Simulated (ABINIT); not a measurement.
An input for ABINIT 10.8.3 (InGaN2 (P3m1)):

```
acell 3*1.0 Angstrom
rprim 
  3.399288205422 -0.000000000005 0.000000000000
  -1.699644102707 2.943869940683 0.000000000000
  0.000000000000 0.000000000000 5.551613000000
ntypat 3
znucl 49 31 7
natom 4
typat 1 2 3 3
xred 
  0.000000000000 0.000000000000 0.998402000000
  0.666666666667 0.333333333333 0.495356000000
  0.666666666667 0.333333333333 0.145617000000
  0.000000000000 0.000000000000 0.602224000000
pp_dirpath "pseudos"
pseudos "In.upf, Ga.upf, N.upf"
ecut 45
ngkpt 6 6 4
nshiftk 1
shiftk 0 0 0
kptopt 1
chksymbreak 0
nband 32
occopt 1
tolvrs 1e-10
nstep 60
prtwf 0
optforces 0
optstress 0
indata_prefix "in"
outdata_prefix "out"
tmpdata_prefix "tmp"
```

```sh
OMP_NUM_THREADS=1 mpirun -n 8 abinit run.abi > log
```

How long will it take on 8 MPI ranks of Intel Xeon 6975P-C (Granite Rapids), shared host, and how much memory?

It took 27 s; on shared hardware allow 13 s to 54 s. Peak host memory was 0.76 GiB.

[Paths, hosts, dates, memory and timing lines, banners, echoed tables and standing remarks are left out of the program output.]

[Logs are printed without paths, hosts, clocks, repeated set-up lines and the standing remarks that a program may print on its own settings, such as how far it seeks lower states.]

[Runs of the session that timed out or met a known fault of the program may be left out.]

[Hosts, paths, dates, database ids (printed as entryN), source tags and the programs' standing remarks are cut or masked in the printed files.]

[G0W0 gaps are taken among the corrected bands and points alone; a level outside them can change the order at an edge.]

[Where Ansatz stands beside ABINIT at settings called matched, ABINIT's density can come from a denser mesh and the files from another edition; pairs whose starting gaps differed by over 0.03 eV were left out, so agreement reads better than it is.]
